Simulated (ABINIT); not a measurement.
# CsH (Fm-3m): G0W0 in ABINIT against the exchange cutoff

Aim: move the exchange cutoff of a G0W0 run on CsH (Fm-3m) over a wide range.

Method: LDA and many-body steps on it, plane waves, in ABINIT 10.8.3.

The database entry behind the starting cell differs from later determinations by our own check (0.1 to 0.3 % short, probably kX units), so it need not match the best structure at ambient conditions.

## 1. Starting point

It takes space group Fm-3m (No. 225, cubic). The conventional cell has a = 6.376 Å, b = 6.376 Å, c = 6.376 Å, α = 90.00°, β = 90.00°, γ = 90.00°. Nearest to Cs lie 6 H at 3.19 Å. Nearest to H lie 6 Cs at 3.19 Å. Farther neighbours are not listed.

Structure file:

```cif
data_structure
_symmetry_space_group_name_H-M 'P 1'
_symmetry_Int_Tables_number 1
_cell_length_a 4.5085
_cell_length_b 4.5085
_cell_length_c 4.5085
_cell_angle_alpha 60.000
_cell_angle_beta 60.000
_cell_angle_gamma 60.000
_cell_volume 64.80
loop_
_atom_site_label
_atom_site_type_symbol
_atom_site_fract_x
_atom_site_fract_y
_atom_site_fract_z
_atom_site_occupancy
Cs1 Cs 0.00000 0.00000 0.00000 1
H2 H 0.50000 0.50000 0.50000 1
```

The cell and positions come from the Crystallography Open Database and are kept as given unless a step says otherwise. Spin-orbit coupling is left out unless a step names it.

## 2. Screening, 4×4×4 mesh, 31 bands, screening to 106.1 eV

This step: ABINIT 10.8.3; RPA screening on LDA, plane waves, norm-conserving pseudopotentials.

The RPA dielectric matrix is built and inverted for each q.

The input, run.abi:

```
acell 3*1.0 Angstrom
rprim 
  -0.000000000000 3.188000000000 3.188000000000
  3.188000000000 -0.000000000000 3.188000000000
  3.188000000000 3.188000000000 -0.000000000000
ntypat 2
znucl 55 1
natom 2
typat 1 2
xred 
  0.000000000000 0.000000000000 0.000000000000
  0.500000000000 0.500000000000 0.500000000000
pp_dirpath "pseudos"
pseudos "Cs.upf, H.upf"
ecut 31
ngkpt 4 4 4
nshiftk 1
shiftk 0 0 0
kptopt 1
chksymbreak 0
istwfk *1
occopt 1
irdwfk 1
optdriver 3
nband 31
ecuteps 3.9
inclvkb 2
awtr 1
symchi 1
indata_prefix "in"
outdata_prefix "out"
tmpdata_prefix "tmp"
```

Launch:

```console
> OMP_NUM_THREADS=1 mpirun -n 4 abinit run.abi > log
```

Log:

```text
.Version 10.8.3 of ABINIT. v10.8.2 released Aug 2026.

 Symmetries : space group Fm -3 m (#225); Bravais cF (face-center cubic)
[... echo of the input left out ...]
== DATASET  1 ==================================================================
-   mpi_nproc: 4, omp_nthreads: 1 (-1 if OMP is not activated)

--- !DatasetInfo
iteration_state: {dtset: 1, }
dimensions: {natom: 2, nkpt: 8, mband: 31, nsppol: 1, nspinor: 1, nspden: 1, mpw: 3647, }
cutoff_energies: {ecut:  31.0, pawecutdg:  -1.0, }
electrons: {nelect:   1.00000000E+01, charge:   0.00000000E+00, occopt:   1.00000000E+00, tsmear:   1.00000000E-02, }

 SCREENING: Calculation of the susceptibility and dielectric matrices

 Based on a program developped by R.W. Godby, V. Olevano, G. Onida, and L. Reining.
 Incorporated in ABINIT by V. Olevano, G.-M. Rignanese, and M. Torrent.
.Using double precision arithmetic ; gwpc =  8

[... cell and pseudopotentials left out ...]
--------------------------------------------------------------------------------

 ==== K-mesh for the wavefunctions ====
 Number of points in the irreducible wedge :     8
[... list of points left out ...]
 Together with 48 symmetry operations and time-reversal symmetry
 yields    64 points in the full Brillouin Zone.

 ==== Q-mesh for the screening function ====
 Number of points in the irreducible wedge :     8
[... list of points left out ...]
 Together with 48 symmetry operations and time-reversal symmetry
 yields    64 points in the full Brillouin Zone.

 setmesh: FFT mesh size selected  =    30x   30x   30
          total number of points  =        27000

 vcoul_init : cutoff-mode = AUXILIARY_FUNCTION
 q-points for optical limit:   1
     1)      0.000010    0.000020    0.000030

- screening: taking advantage of time-reversal symmetry
- Maximum band index for partially occupied states nbvw = 5
- Remaining bands to be divided among processors   nbcw = 26
- Number of bands treated by each node ~6

 Number of electrons calculated from density =   10.0000; Expected =   10.0000
 average of density, n =  0.022867
 r_s =    2.1856
 omega_plasma =   14.5870 [eV]

 calculating chi0 at frequencies [eV] :
  1    0.000000E+00    0.000000E+00
  2    0.000000E+00    1.458696E+01

--------------------------------------------------------------------------------
  q-point number  1        q = ( 0.000000, 0.000000, 0.000000) [r.l.u.]
--------------------------------------------------------------------------------
[... chi0 elements left out ...]
 For q-point:  0.000010 0.000020 0.000030
  dielectric constant =   3.2356
  dielectric constant without local fields =   3.7527

  Average fulfillment of the sum rule on Im[epsilon] for q-point    1 :     55.12  [%]
[... wings left out ...]
  q-point number  2        q = ( 0.250000, 0.000000, 0.000000) [r.l.u.]
--------------------------------------------------------------------------------
[... chi0 elements left out ...]
  Average fulfillment of the sum rule on Im[epsilon] for q-point    2 :     86.77  [%]

 [... 6 further q-points ...]
```

Wall time 4.8 s (4 MPI ranks of Arm Neoverse V2, shared host); peak memory 0.56 GiB.

Numbers from this step:

```
ε∞ with local fields, on this mesh, along the program's q direction : 3.236
the same without local fields                                       : 3.753
plasma frequency                                                    : 14.59 eV
plane waves in the screening matrix                                 : 169
```

Local fields lower ε∞ by 14 %.

## 3. 3.1 Ha

This step: G0W0 on LDA, plane waves, norm-conserving pseudopotentials.

run.abi: that of step 2 with these lines changed.

```diff
@@ -23,8 +23,17 @@
 irdwfk 1
-optdriver 3
+optdriver 4
 nband 31
+gwcalctyp 0
+ecutsigx 3.1
+symsigma 1
+nkptgw 2
+kptgw 
+  0.5000000000 0.0000000000 0.0000000000
+  0.0000000000 0.0000000000 0.0000000000
+bdgw 
+  3 8
+  2 8
 ecuteps 3.9
-inclvkb 2
-awtr 1
-symchi 1
+irdscr 1
+ppmodel 1
 indata_prefix "in"
```

Log:

```text
.Version 10.8.3 of ABINIT. v10.8.2 released Aug 2026.

 Symmetries : space group Fm -3 m (#225); Bravais cF (face-center cubic)
[... echo of the input left out ...]
== DATASET  1 ==================================================================
-   mpi_nproc: 4, omp_nthreads: 1 (-1 if OMP is not activated)

--- !DatasetInfo
iteration_state: {dtset: 1, }
dimensions: {natom: 2, nkpt: 8, mband: 31, nsppol: 1, nspinor: 1, nspden: 1, mpw: 3647, }
cutoff_energies: {ecut:  31.0, pawecutdg:  -1.0, }
electrons: {nelect:   1.00000000E+01, charge:   0.00000000E+00, occopt:   1.00000000E+00, tsmear:   1.00000000E-02, }

 SIGMA: Calculation of the GW corrections

 Based on a program developped by R.W. Godby, V. Olevano, G. Onida, and L. Reining.
 Incorporated in ABINIT by V. Olevano, G.-M. Rignanese, and M. Torrent.
.Using double precision arithmetic ; gwpc =  8

[... cell and pseudopotentials left out ...]
--------------------------------------------------------------------------------

 ==== K-mesh for the wavefunctions ====
 Number of points in the irreducible wedge :     8
[... list of points left out ...]
 Together with 48 symmetry operations and time-reversal symmetry
 yields    64 points in the full Brillouin Zone.

 ==== Q-mesh for screening function ====
 Number of points in the irreducible wedge :     8
[... list of points left out ...]
 Together with 48 symmetry operations and time-reversal symmetry
 yields    64 points in the full Brillouin Zone.

 vcoul_init : cutoff-mode = AUXILIARY_FUNCTION
 q-points for optical limit:   1
     1)      0.000010    0.000020    0.000030
 setmesh: FFT mesh size selected  =    27x   27x   27
          total number of points  =        19683

 Number of electrons calculated from density =   10.0000; Expected =   10.0000
 average of density, n =  0.022867
 r_s =    2.1856
 omega_plasma =   14.5870 [eV]

 === KS Band Gaps ===
  >>>> For spin  1
   Minimum direct gap =   1.9563 [eV], located at k-point      :   0.5000  0.0000  0.0000
   Fundamental gap    =   1.9563 [eV], Top of valence bands at :   0.5000  0.0000  0.0000
                                       Bottom of conduction at :   0.5000  0.0000  0.0000
 SIGMA fundamental parameters:
 PLASMON POLE MODEL  1
 number of plane-waves for SigmaX                  113
 number of plane-waves for SigmaC and W            113
 number of plane-waves for wavefunctions          3647
 number of bands                                    31
 number of independent spin polarizations            1
 number of spinorial components                      1
 number of k-points in IBZ                           8
 number of q-points in IBZ                           8
 number of symmetry operations                      48
 number of k-points in BZ                           64
 number of q-points in BZ                           64
 number of frequencies for dSigma/dE                 9
 frequency step for dSigma/dE [eV]                0.25
 number of omega for Sigma on real axis              0
 max omega for Sigma on real axis  [eV]           0.00
 zcut for avoiding poles [eV]                     0.10

 EPSILON^-1 parameters (SCR file):
 dimension of the eps^-1 matrix on file            169
 dimension of the eps^-1 matrix used               113
 number of plane-waves for wavefunctions          3647
 number of bands                                    31
 number of q-points in IBZ                           8
 number of frequencies                               2
 number of real frequencies                          1
 number of imag frequencies                          1

 matrix elements of self-energy operator (all in [eV])

 Perturbative Calculation

--- !SelfEnergy_ee
iteration_state: {dtset: 1, }
kpoint     : [   0.500,    0.000,    0.000, ]
spin       : 1
KS_gap     :    1.956
QP_gap     :    3.890
Delta_QP_KS:    1.934
data: !SigmaeeData |
     Band     E0 <VxcDFT>   SigX SigC(E0)      Z dSigC/dE  Sig(E)    E-E0       E
        3  -6.239 -12.949 -17.151   2.729   0.785  -0.273 -14.105  -1.156  -7.396
        4  -6.239 -12.949 -17.151   2.729   0.785  -0.273 -14.105  -1.156  -7.396
        5   1.748 -10.145 -13.201   2.021   0.780  -0.282 -10.952  -0.807   0.940
        6   3.704  -6.808  -2.769  -2.690   0.835  -0.197  -5.681   1.126   4.830
        7   6.327  -8.086  -3.501  -2.792   0.826  -0.210  -6.605   1.482   7.809
        8   6.327  -8.086  -3.501  -2.792   0.826  -0.210  -6.605   1.482   7.809

--- !SelfEnergy_ee
iteration_state: {dtset: 1, }
kpoint     : [   0.000,    0.000,    0.000, ]
spin       : 1
KS_gap     :    6.878
QP_gap     :    9.380
Delta_QP_KS:    2.502
data: !SigmaeeData |
     Band     E0 <VxcDFT>   SigX SigC(E0)      Z dSigC/dE  Sig(E)    E-E0       E
[...]
6   6.764  -8.085  -3.226  -2.999   0.822  -0.217  -6.557   1.528   8.292
        7   6.764  -8.085  -3.226  -2.999   0.822  -0.217  -6.557   1.528   8.292
        8   6.764  -8.085  -3.226  -2.999   0.822  -0.217  -6.557   1.528   8.292

== END DATASET(S) ==============================================================
================================================================================

 -outvars: echo values of variables after computation  --------
           etotal      0.0000000000E+00
            nband          31
             nkpt           8
          spgroup         225
 [... the other variables as echoed above ...]

 Calculation completed.
```

The job ended after 2.8 s (4 MPI ranks; peak memory 0.13 GiB).

This step gave:

| Item | Value |
| --- | --- |
| G0W0 gap on the points computed | 3.89 eV |
| starting gap on the mesh | 1.956 eV |
| k of the valence top | 0.5, 0, 0 |
| k of the conduction bottom | 0.5, 0, 0 |
| Z at the valence top | 0.78 |
| Z at the conduction bottom | 0.835 |
| least direct G0W0 gap on the computed points | 3.89 eV |

## 4. 6.2 Ha

run.abi: that of step 3 with these lines changed.

```diff
@@ -26,3 +26,3 @@
 gwcalctyp 0
-ecutsigx 3.1
+ecutsigx 6.2
 symsigma 1
```

Log:

```text
.Version 10.8.3 of ABINIT. v10.8.2 released Aug 2026.

 Symmetries : space group Fm -3 m (#225); Bravais cF (face-center cubic)
[... echo of the input left out ...]
== DATASET  1 ==================================================================
-   mpi_nproc: 4, omp_nthreads: 1 (-1 if OMP is not activated)

--- !DatasetInfo
iteration_state: {dtset: 1, }
dimensions: {natom: 2, nkpt: 8, mband: 31, nsppol: 1, nspinor: 1, nspden: 1, mpw: 3647, }
cutoff_energies: {ecut:  31.0, pawecutdg:  -1.0, }
electrons: {nelect:   1.00000000E+01, charge:   0.00000000E+00, occopt:   1.00000000E+00, tsmear:   1.00000000E-02, }

 SIGMA: Calculation of the GW corrections

 Based on a program developped by R.W. Godby, V. Olevano, G. Onida, and L. Reining.
 Incorporated in ABINIT by V. Olevano, G.-M. Rignanese, and M. Torrent.
.Using double precision arithmetic ; gwpc =  8

[... cell and pseudopotentials left out ...]
--------------------------------------------------------------------------------

 ==== K-mesh for the wavefunctions ====
 Number of points in the irreducible wedge :     8
[... list of points left out ...]
 Together with 48 symmetry operations and time-reversal symmetry
 yields    64 points in the full Brillouin Zone.

 ==== Q-mesh for screening function ====
 Number of points in the irreducible wedge :     8
[... list of points left out ...]
 Together with 48 symmetry operations and time-reversal symmetry
 yields    64 points in the full Brillouin Zone.

 vcoul_init : cutoff-mode = AUXILIARY_FUNCTION
 q-points for optical limit:   1
     1)      0.000010    0.000020    0.000030
 setmesh: FFT mesh size selected  =    32x   32x   32
          total number of points  =        32768

 Number of electrons calculated from density =   10.0000; Expected =   10.0000
[...]
number of omega for Sigma on real axis              0
 max omega for Sigma on real axis  [eV]           0.00
 zcut for avoiding poles [eV]                     0.10

 EPSILON^-1 parameters (SCR file):
 dimension of the eps^-1 matrix on file            169
 dimension of the eps^-1 matrix used               169
 number of plane-waves for wavefunctions          3647
 number of bands                                    31
 number of q-points in IBZ                           8
 number of frequencies                               2
 number of real frequencies                          1
 number of imag frequencies                          1

 matrix elements of self-energy operator (all in [eV])

 Perturbative Calculation

--- !SelfEnergy_ee
iteration_state: {dtset: 1, }
kpoint     : [   0.500,    0.000,    0.000, ]
spin       : 1
KS_gap     :    1.956
QP_gap     :    3.948
Delta_QP_KS:    1.991
data: !SigmaeeData |
     Band     E0 <VxcDFT>   SigX SigC(E0)      Z dSigC/dE  Sig(E)    E-E0       E
        3  -6.239 -12.949 -17.412   2.716   0.783  -0.277 -14.317  -1.368  -7.607
        4  -6.239 -12.949 -17.412   2.716   0.783  -0.277 -14.317  -1.368  -7.607
        5   1.748 -10.145 -13.325   2.022   0.778  -0.285 -11.046  -0.901   0.846
[...]
--- !SelfEnergy_ee
iteration_state: {dtset: 1, }
kpoint     : [   0.000,    0.000,    0.000, ]
spin       : 1
KS_gap     :    6.878
QP_gap     :    9.342
Delta_QP_KS:    2.464
data: !SigmaeeData |
     Band     E0 <VxcDFT>   SigX SigC(E0)      Z dSigC/dE  Sig(E)    E-E0       E
[...]
7   6.764  -8.085  -3.321  -2.999   0.821  -0.218  -6.636   1.449   8.213
        8   6.764  -8.085  -3.321  -2.999   0.821  -0.218  -6.636   1.449   8.213

== END DATASET(S) ==============================================================
================================================================================

 -outvars: echo values of variables after computation  --------
           etotal      0.0000000000E+00
            nband          31
             nkpt           8
          spgroup         225
 [... the other variables as echoed above ...]

 Calculation completed.
```

It took 3.5 s on 4 MPI ranks; peak memory 0.54 GiB; 14 s of CPU time.

This step gave:

| Property | Result |
| --- | --- |
| G0W0 gap on the points computed | 3.948 eV |
| starting gap on the mesh | 1.956 eV |
| k of the valence top | 0.5, 0, 0 |
| k of the conduction bottom | 0.5, 0, 0 |
| Z at the valence top | 0.778 |
| Z at the conduction bottom | 0.835 |
| least direct G0W0 gap on the computed points | 3.948 eV |

(Part 1 of 2 ends here.)

[Paths, hosts, dates, memory and timing lines, banners, echoed tables and standing remarks are left out of the program output.]

[Logs are printed without paths, hosts, clocks, repeated set-up lines and the standing remarks that a program may print on its own settings, such as how far it seeks lower states.]

[Runs of the session that timed out or met a known fault of the program may be left out.]

[No measured gap is set beside runs whose start may be inverted or whose files or cutoffs have a known fault.]

[Hosts, paths, dates, database ids (printed as entryN), source tags and the programs' standing remarks are cut or masked in the printed files.]

[G0W0 gaps are taken among the corrected bands and points alone; a level outside them can change the order at an edge.]

[Where Ansatz stands beside ABINIT at settings called matched, ABINIT's density can come from a denser mesh and the files from another edition; pairs whose starting gaps differed by over 0.03 eV were left out, so agreement reads better than it is.]
